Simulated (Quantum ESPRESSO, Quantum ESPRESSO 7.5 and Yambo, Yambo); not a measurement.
# SrTiO3 (Tausonite): Bethe-Salpeter spectra with Yambo

Wanted: excitons and ε₂ of SrTiO3 (Tausonite), with cost.

Program: Quantum ESPRESSO 7.5 and Yambo 5.3.0. Level of theory: PBE and many-body steps on it, plane waves. Results are calculated unless marked as measured.

Most raw output is cut from this account.

## Step 1: The starting structure

It takes space group Pm-3m (No. 221, cubic). The conventional cell has a = 3.905 Å, b = 3.905 Å, c = 3.905 Å, α = 90.00°, β = 90.00°, γ = 90.00°. Nearest to Sr lie 12 O at 2.76 Å. Nearest to Ti lie 6 O at 1.95 Å. O has 2 Ti at 1.95 Å and 4 Sr at 2.76 Å nearest. Farther neighbours and most contacts between anions are not listed.

The cell and positions come from the Crystallography Open Database and are kept as given unless a step says otherwise.

## Step 2: Empty states on the mesh, 4×4×4 mesh, 67 bands

This step: Quantum ESPRESSO 7.5; DFT, PBE, plane waves, norm-conserving pseudopotentials.

The sums over transitions need many empty states on a uniform mesh; this step solves for them.

Input file pw.in:

```
&control
  calculation = 'nscf'
  prefix = 'x'
  outdir = 'o'
  pseudo_dir = 'pseudo'
/
&system
  ibrav = 0
  nat = 5
  ntyp = 3
  ecutwfc = 76.0
  nbnd = 67
  force_symmorphic = .true.
/
&electrons
  conv_thr = 1e-9
  electron_maxstep = 80
  diago_full_acc = .true.
  diago_thr_init = 5e-6
/
ATOMIC_SPECIES
  Sr 87.62 Sr.upf
  Ti 47.867 Ti.upf
  O 15.999 O.upf
CELL_PARAMETERS angstrom
  3.9052800000 0.0000000000 0.0000000000
  0.0000000000 3.9052800000 0.0000000000
  0.0000000000 0.0000000000 3.9052800000
ATOMIC_POSITIONS crystal
  Sr 0.5000000000 0.5000000000 0.5000000000
  Ti 0.0000000000 0.0000000000 0.0000000000
  O 0.5000000000 0.0000000000 0.0000000000
  O 0.0000000000 0.5000000000 0.0000000000
  O 0.0000000000 0.0000000000 0.5000000000
K_POINTS automatic
  4 4 4 0 0 0
```

Run with:

```sh
> OMP_NUM_THREADS=1 mpirun -n 8 pw.x -nk 4 -in pw.in > pw.out
```

Elapsed: 7.3 s, on 8 MPI ranks of AMD EPYC 7R43, shared host; peak memory 0.54 GiB.

Numbers from this step:

* gap: 1.908 eV
* k of the valence top: -0.5, -0.5, -0.5
* k of the conduction bottom: 0, 0, 0
* least direct gap: 2.263 eV
* k points computed: 10
* lowest point of the top converged band, above the valence top: 39.47 eV

On this mesh the gap is 1.908 eV.

The density comes from a self-consistent run that is not shown.

## Step 3: Conversion and set-up

This step: Yambo 5.3.0; conversion and set-up on PBE, plane waves, norm-conserving pseudopotentials.

The states are converted to the many-body program's format and the q mesh is built.

Run with:

```sh
> (cd o/x.save; p2y > p2y.log; mv SAVE ../..); yambo > setup.log
```

It took 5.8 s on 1 MPI rank; peak memory 0.25 GiB.

## Step 4: Screening and self-energy, 4×4×4 mesh, 67 bands, screening to 95.2 eV

Now the one-shot GW correction: screening in the RPA, then the self-energy of the levels asked for.

This step: G0W0 on PBE, plane waves, norm-conserving pseudopotentials.

Input file gw1.in:

```
HF_and_locXC
gw0
dyson
ppa
em1d
rim_cut
RandQpts= 1000000
RandGvec= 1 RL
EXXRLvcs= 76 Ry
VXCRLvcs= 304 Ry
Chimod= "HARTREE"
% BndsRnXp
 1 | 67 |
%
NGsBlkXp= 7 Ry
% LongDrXp
 1 | 1 | 1 |
%
% GbndRnge
 1 | 67 |
%
DysSolver= "n"
ExtendOut
PPAPntXp= 27.21138 eV
% QPkrange
 10 | 10 | 19 | 22 |
 1 | 1 | 19 | 22 |
%
```

Run with:

```sh
> OMP_NUM_THREADS=1 mpirun -n 8 yambo -F gw1.in -J gw1 -C gw1 > gw1.log
```

Run time: 56 s. Hardware: 8 MPI ranks; peak memory 3.4 GiB; 7.2 min of CPU time.

Numbers from this step:

```yaml
g0w0_gap_on_the_points_computed: 3.537 eV
starting_gap_on_the_mesh: 1.908 eV
k_of_the_valence_top: -0.5, -0.5, -0.5
k_of_the_conduction_bottom: 0, 0, 0
least_direct_g0w0_gap_on_the_computed_points: 3.889 eV
```

The gap on the mesh goes from 1.91 eV to 3.54 eV, a correction of +1.63 eV.

The gap opens by 1.629 eV; the next steps shift the empty bands rigidly by 1.626 eV. The exciton steps add spin-orbit coupling, which this shift does not hold.

## Step 5: Empty states on the mesh, 4×4×4 mesh, 66 bands

This step: Quantum ESPRESSO 7.5; DFT, PBE with spin-orbit coupling, plane waves, norm-conserving pseudopotentials.

pw.in, as its differences from that of step 2:

```diff
@@ -11,4 +11,6 @@
   ecutwfc = 76.0
-  nbnd = 67
+  nbnd = 66
   force_symmorphic = .true.
+  noncolin = .true.
+  lspinorb = .true.
 /
```

Run with:

```sh
> OMP_NUM_THREADS=1 mpirun -n 8 pw.x -nk 4 -in pw.in > pw.out
```

Wall time 11 s (8 MPI ranks); peak memory 0.7 GiB.

Numbers from this step:

```
gap                                                           : 1.892 eV
k of the valence top                                          : -0.5, -0.5, -0.5
k of the conduction bottom                                    : 0, 0, 0
least direct gap                                              : 2.231 eV
k points computed                                             : 10
lowest point of the top converged band, above the valence top : 12.12 eV
```

On this mesh the gap is 1.892 eV.

The density comes from a self-consistent run that is not shown, made with spin-orbit coupling and fully relativistic files.

## Step 6: Conversion and set-up

This step: Yambo 5.3.0; conversion and set-up on PBE with spin-orbit coupling, plane waves, norm-conserving pseudopotentials.

Run with:

```sh
> (cd o/x.save; p2y > p2y.log; mv SAVE ../..); yambo > setup.log
```

Run time: 6.8 s. Hardware: 1 MPI rank; peak memory 0.25 GiB.

## Step 7: Excitons

Light makes an electron and a hole together. The Bethe-Salpeter equation adds their screened attraction and their exchange, in a window of bands around the gap.

This step: Bethe-Salpeter equation on PBE with a scissors shift with spin-orbit coupling, plane waves, norm-conserving pseudopotentials.

Input file bse3.in:

```
optics
bss
bse
em1s
dipoles
rim_cut
RandQpts= 1000000
RandGvec= 1 RL
Chimod= "HARTREE"
BSKmod= "SEX"
BSEmod= "resonant"
BSSmod= "d"
BSENGexx= 20 Ry
BSENGBlk= 4 Ry
% BSEQptR
 1 | 1 |
%
% BSEBands
 37 | 46 |
%
% BEnRange
 0 | 6 | eV
%
% BDmRange
 0.1 | 0.1 | eV
%
BEnSteps= 121
% BLongDir
 1 | 0 | 0 |
%
% BndsRnXs
 11 | 66 |
%
NGsBlkXs= 4 Ry
% LongDrXs
 1 | 1 | 1 |
%
% KfnQP_E
 1.626 | 1.0 | 1.0 |
%
WRbsWF
FFTGvecs= 34 Ry
```

Run with:

```sh
> OMP_NUM_THREADS=2 mpirun -n 4 yambo -F bse3.in -J bse3 -C bse3 > bse3.log
```

The job ended after 39 s (4 MPI ranks; peak memory 1.3 GiB).

Numbers from this step:

- transitions in the window: 1536
- direct gap of the transition levels: 3.857 eV
- lowest state: 3.430 eV
- first strong exciton (over a fiftieth of the strongest listed): 3.430 eV
- binding of the lowest state below the direct gap: 0.4268 eV
- Coulomb term of one mesh cell: 0.4196 eV

The binding is 1.0 times the screened Coulomb term of one mesh cell (0.42 eV), so it is not shown settled.

The lowest state lies at 3.430 eV, 0.427 eV under the direct gap.

Lines within 3 meV are set at the lowest of them, and the highest group, which the list may cut short, is left out. Lines of the exciton spectrum (strongest = 100):

| position (eV) | lines merged | strength, relative |
| --- | --- | --- |
| 3.430 | 4 | 100 |
| 3.435 | 2 | 0.0 |
| 3.439 | 6 | 55 |
| 3.460 | 4 | 0.0 |

The ε₂ has structure finer than the step of the table below, so its rows give means over 0.25 eV, whole bins alone (the curve runs from 0 to 6 eV). Peaks (eV: height): BSE 3.450: 4.41, 3.800: 7.37, 5.250: 9.89; no electron-hole interaction 4.200: 6.69, 5.700: 8.26.

Field along x; broadening 0.1 eV; transition window only. Limits: finite bands, cutoff and mesh; coarse k mesh; exciton not shown settled in the k mesh. ε₂ against photon energy; means over each step:

| photon energy (eV) | BSE | no electron-hole interaction |
| --- | --- | --- |
| 0.25 | 0.0155 | 0.0115 |
| 0.50 | 0.0177 | 0.0129 |
| 0.75 | 0.0205 | 0.0146 |
| 1.00 | 0.0241 | 0.0167 |
| 1.25 | 0.0287 | 0.0192 |
| 1.50 | 0.0348 | 0.0224 |
| 1.75 | 0.0433 | 0.0265 |
| 2.00 | 0.0557 | 0.0319 |
| 2.25 | 0.0750 | 0.0394 |
| 2.50 | 0.108 | 0.0502 |
| 2.75 | 0.174 | 0.0666 |
| 3.00 | 0.350 | 0.0943 |
| 3.25 | 1.30 | 0.148 |
| 3.50 | 3.68 | 0.291 |
| 3.75 | 5.49 | 1.04 |
| 4.00 | 2.35 | 2.38 |
| 4.25 | 0.835 | 5.37 |
| 4.50 | 0.459 | 2.92 |
| 4.75 | 0.666 | 0.703 |
| 5.00 | 2.38 | 0.439 |
| 5.25 | 7.36 | 0.634 |
| 5.50 | 2.51 | 2.43 |
| 5.75 | 1.93 | 5.93 |

## Step 8: Empty states on the mesh, 6×6×6 mesh, 66 bands

This step: Quantum ESPRESSO 7.5; DFT, PBE with spin-orbit coupling, plane waves, norm-conserving pseudopotentials.

pw.in, as its differences from that of step 5:

```diff
@@ -37,2 +37,2 @@
 K_POINTS automatic
-  4 4 4 0 0 0
+  6 6 6 0 0 0
```

Run with:

```sh
> OMP_NUM_THREADS=1 mpirun -n 8 pw.x -nk 4 -in pw.in > pw.out
```

Run time: 17 s. Hardware: 8 MPI ranks; peak memory 0.7 GiB; 2.3 min of CPU time.

Numbers from this step:

| Property | Result |
| --- | --- |
| gap | 1.892 eV |
| k of the valence top | -0.5, -0.5, -0.5 |
| k of the conduction bottom | 0, 0, 0 |
| least direct gap | 2.231 eV |
| k points computed | 20 |
| lowest point of the top converged band, above the valence top | 12.12 eV |

On this mesh the gap is 1.892 eV.

## Step 9: Conversion and set-up

This step: Yambo 5.3.0; conversion and set-up on PBE with spin-orbit coupling, plane waves, norm-conserving pseudopotentials.

Run with:

```sh
> (cd o/x.save; p2y > p2y.log; mv SAVE ../..); yambo > setup.log
```

It took 8.4 s on 1 MPI rank; peak memory 0.25 GiB.

## Step 10: k mesh (6×6×6)

This step: Bethe-Salpeter equation on PBE with a scissors shift with spin-orbit coupling, plane waves, norm-conserving pseudopotentials.

bse5.in, as its differences from bse3.in of step 7:

```diff
@@ -18,3 +18,3 @@
 % BSEBands
- 37 | 46 |
+ 37 | 44 |
 %
```

Run with:

```sh
> OMP_NUM_THREADS=2 mpirun -n 4 yambo -F bse5.in -J bse5 -C bse5 > bse5.log
```

It took 4.6 min on 4 MPI ranks; peak memory 2.9 GiB.

Numbers from this step:

| Property | Result |
| --- | --- |
| transitions in the window | 3456 |
| direct gap of the transition levels | 3.857 eV |
| lowest state | 3.562 eV |
| first strong exciton (over a fiftieth of the strongest listed) | 3.562 eV |
| binding of the lowest state below the direct gap | 0.2953 eV |
| Coulomb term of one mesh cell | 0.3001 eV |

The binding is 0.98 times the screened Coulomb term of one mesh cell (0.30 eV), so it is not shown settled.

The lowest state lies at 3.562 eV, 0.295 eV under the direct gap.

Field along x; broadening 0.1 eV; transition window only. Limits: finite bands, cutoff and mesh; exciton not shown settled in the k mesh. ε₂ against photon energy; read off at these points:

| photon energy (eV) | BSE | no electron-hole interaction |
| --- | --- | --- |
| 0.00 | 0.00785 | 0.00621 |
| 0.20 | 0.00862 | 0.00675 |
| 0.40 | 0.00951 | 0.00736 |
| 0.60 | 0.0106 | 0.00806 |
| 0.80 | 0.0118 | 0.00887 |
| 1.00 | 0.0133 | 0.00981 |
| 1.20 | 0.0151 | 0.0109 |
| 1.40 | 0.0173 | 0.0122 |
| 1.60 | 0.0200 | 0.0138 |
| 1.80 | 0.0235 | 0.0158 |
| 2.00 | 0.0281 | 0.0182 |
| 2.20 | 0.0343 | 0.0212 |
| 2.40 | 0.0431 | 0.0252 |
| 2.60 | 0.0561 | 0.0305 |
| 2.80 | 0.0772 | 0.0380 |
| 3.00 | 0.115 | 0.0491 |
| 3.20 | 0.200 | 0.0669 |
| 3.40 | 0.493 | 0.0996 |
| 3.60 | 1.53 | 0.176 |
| 3.80 | 3.49 | 0.474 |
| 4.00 | 2.80 | 1.41 |
| 4.20 | 1.07 | 1.67 |
| 4.35 | 0.597 | 2.64 |
| 4.40 | 0.573 | 2.35 |
| 4.60 | 0.779 | 0.740 |
| 4.80 | 1.60 | 0.639 |
| 5.00 | 2.75 | 0.833 |
| 5.20 | 3.19 | 1.87 |
| 5.25 | 3.19 | 2.10 |
| 5.40 | 1.49 | 2.45 |
| 5.55 | 1.10 | 3.63 |
| 5.60 | 1.28 | 3.26 |
| 5.80 | 1.54 | 1.19 |
| 5.95 | 1.72 | 1.52 |
| 6.00 | 1.46 | 1.79 |

The window of bands is narrower than in the first exciton run, so this row is not like for like with it.

## Step 11: Spectrum in a wider window

Input file bse6.in:

```
optics
bss
bse
em1s
dipoles
rim_cut
RandQpts= 1000000
RandGvec= 1 RL
Chimod= "HARTREE"
BSKmod= "SEX"
BSEmod= "resonant"
BSSmod= "h"
BSENGexx= 20 Ry
BSENGBlk= 4 Ry
% BSEQptR
 1 | 1 |
%
% BSEBands
 31 | 50 |
%
% BEnRange
 0 | 9 | eV
%
% BDmRange
 0.1 | 0.1 | eV
%
BEnSteps= 181
% BLongDir
 1 | 0 | 0 |
%
% BndsRnXs
 11 | 66 |
%
NGsBlkXs= 4 Ry
% LongDrXs
 1 | 1 | 1 |
%
% KfnQP_E
 1.626 | 1.0 | 1.0 |
%
BSHayTrs= -0.02
FFTGvecs= 34 Ry
```

Run with:

```sh
> OMP_NUM_THREADS=2 mpirun -n 4 yambo -F bse6.in -J bse6,bse5_W -C bse6 > bse6.log
```

Wall time 8.4 min (4 MPI ranks); peak memory 5.7 GiB.

This step gave:

```
transitions in the window           : 21600
direct gap of the transition levels : 3.857 eV
```

The ε₂ has structure finer than the step of the table below, so its rows give means over 0.25 eV, whole bins alone (the curve runs from 0 to 9 eV). Peaks (eV: height): BSE 3.800: 5.18, 4.750: 14.2, 5.500: 6.51, 6.000: 7.31, 6.750: 4.27, 7.900: 3.26; no electron-hole interaction 4.350: 2.90, 5.400: 10.1, 6.250: 8.13, 7.500: 5.62, 8.450: 3.76.

Field along x; broadening 0.1 eV; transition window only. Limits: finite bands, cutoff and mesh; exciton not shown settled in the k mesh. ε₂ against photon energy; means over each step:

| photon energy (eV) | BSE | no electron-hole interaction |
| --- | --- | --- |
| 0.25 | 0.0311 | 0.0211 |
| 0.50 | 0.0349 | 0.0232 |
| 0.75 | 0.0395 | 0.0256 |
| 1.00 | 0.0451 | 0.0285 |
| 1.25 | 0.0521 | 0.0319 |
| 1.50 | 0.0611 | 0.0359 |
| 1.75 | 0.0729 | 0.0409 |
| 2.00 | 0.0890 | 0.0472 |
| 2.25 | 0.112 | 0.0553 |
| 2.50 | 0.148 | 0.0661 |
| 2.75 | 0.208 | 0.0812 |
| 3.00 | 0.336 | 0.104 |
| 3.25 | 0.749 | 0.143 |
| 3.50 | 3.20 | 0.231 |
| 3.75 | 4.75 | 0.625 |
| 4.00 | 4.43 | 1.72 |
| 4.25 | 3.07 | 2.34 |
| 4.50 | 5.68 | 1.90 |
| 4.75 | 11.9 | 1.52 |
| 5.00 | 7.27 | 2.52 |
| 5.25 | 4.55 | 7.20 |
| 5.50 | 5.38 | 8.27 |
| 5.75 | 3.78 | 4.83 |
| 6.00 | 6.15 | 7.00 |
| 6.25 | 4.52 | 7.53 |
| 6.50 | 2.44 | 5.86 |
| 6.75 | 3.46 | 4.96 |
| 7.00 | 3.13 | 3.24 |
| 7.25 | 2.03 | 3.29 |
| 7.50 | 0.932 | 4.69 |
| 7.75 | 1.88 | 2.00 |
| 8.00 | 2.33 | 1.56 |
| 8.25 | 1.50 | 3.08 |
| 8.50 | 1.26 | 2.91 |
| 8.75 | 1.53 | 1.78 |

The program warns that the window of bands cuts a degenerate level, which breaks the symmetry of states and spectrum.

## Step 12: The runs together

Times are wall times on 4 MPI ranks of AMD EPYC 7R43, shared host, good to a factor of about two.

| run | mesh | transitions | broadening (eV) | direct gap (eV) | lowest state (eV) | binding (eV) | mesh cell's term (eV) | tallest peak (eV) | height | time |
| --- | --- | --- | --- | --- | --- | --- | --- | --- | --- | --- |
| excitons | 4×4×4 | 1536 | 0.1 | 3.857 | 3.430 | 0.427 | 0.420 | 5.25 | 9.89 | 39 s |
| k mesh (6×6×6) | 6×6×6 | 3456 | 0.1 | 3.857 | 3.562 | 0.295 | 0.300 | 3.80 | 3.49 | 4.6 min |
| spectrum in a wider window | 6×6×6 | 21600 | 0.1 | 3.857 | - | - | - | 4.75 | 14.2 | 8.4 min |

## Step 13: Summary of results

| Item | Value |
| --- | --- |
| excitons | lowest state 3.430 eV (not settled in the k mesh) |
| k mesh (6×6×6) | lowest state 3.562 eV (not settled in the k mesh) |
| spectrum in a wider window | tallest peak 4.8 eV |

What this shows: On the 4×4×4 mesh the lowest exciton lies at 3.430 eV, 0.427 eV below the direct gap; one cell of the mesh carries a screened Coulomb term of 0.42 eV, so this binding is not shown settled. k mesh (6×6×6), against «excitons (4×4×4)»: the lowest state moves by +0.131 eV (keys changed: BSEBands, the mesh and the band window). Spectrum in a wider window, against «k mesh (6×6×6)»: the tallest peak goes from 3.80 eV to 4.75 eV (keys changed: BSEBands, BSSmod, BEnSteps, BSHayTrs, BEnRange and the band window). Lines within a few meV of each other can be one level split by numerical noise, or distinct levels. Screening is static and electronic alone, and only transitions inside the band window count. The 4×4×4 mesh is coarse for this cell, which bears on the long-range parts of exchange and screening.

[Paths, hosts, dates, memory and timing lines, banners, echoed tables and standing remarks are left out of the program output.]

[Logs are printed without paths, hosts, clocks, repeated set-up lines and the standing remarks that a program may print on its own settings, such as how far it seeks lower states.]

[Runs of the session that timed out or met a known fault of the program may be left out.]

[Hosts, paths, dates, database ids (printed as entryN), source tags and the programs' standing remarks are cut or masked in the printed files.]
